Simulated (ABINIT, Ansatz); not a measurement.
Planning a run of ABINIT 10.8.3 on TlIO3 (R3m). The input:

```
acell 3*1.0 Angstrom
rprim 
  3.150792580489 1.819110944506 2.655433585300
  -3.150792580489 1.819110944506 2.655433585300
  0.000000000000 -3.638221889012 2.655433585300
ntypat 3
znucl 81 53 8
natom 5
typat 1 2 3 3 3
xred 
  0.008750850000 0.008750850000 0.008750850000
  0.501867330000 0.501867330000 0.501867330000
  0.903287650000 0.461897090000 0.461897090000
  0.461897090000 0.903287650000 0.461897090000
  0.461897090000 0.461897090000 0.903287650000
pp_dirpath "pseudos"
pseudos "Tl.upf, I.upf, O.upf"
ecut 42
ngkpt 2 2 2
nshiftk 1
shiftk 0 0 0
kptopt 1
chksymbreak 0
istwfk *1
occopt 1
irdwfk 1
optdriver 3
nband 88
ecuteps 4.2
inclvkb 2
awtr 1
symchi 1
indata_prefix "in"
outdata_prefix "out"
tmpdata_prefix "tmp"
```

```sh
OMP_NUM_THREADS=1 mpirun -n 4 abinit run.abi > log
```

How long will it take on 4 MPI ranks of Arm Neoverse V1, shared host, and how much memory?

It took 17 s; on shared hardware allow 8.6 s to 35 s. Peak host memory was 1 GiB.

[Paths, hosts, dates, memory and timing lines, banners, echoed tables and standing remarks are left out of the program output.]

[Logs are printed without paths, hosts, clocks, repeated set-up lines and the standing remarks that a program may print on its own settings, such as how far it seeks lower states.]

[Runs of the session that timed out or met a known fault of the program may be left out.]

[Hosts, paths, dates, database ids (printed as entryN), source tags and the programs' standing remarks are cut or masked in the printed files.]

[G0W0 gaps are taken among the corrected bands and points alone; a level outside them can change the order at an edge.]

[Where Ansatz stands beside ABINIT at settings called matched, ABINIT's density can come from a denser mesh and the files from another edition; pairs whose starting gaps differed by over 0.03 eV were left out, so agreement reads better than it is.]
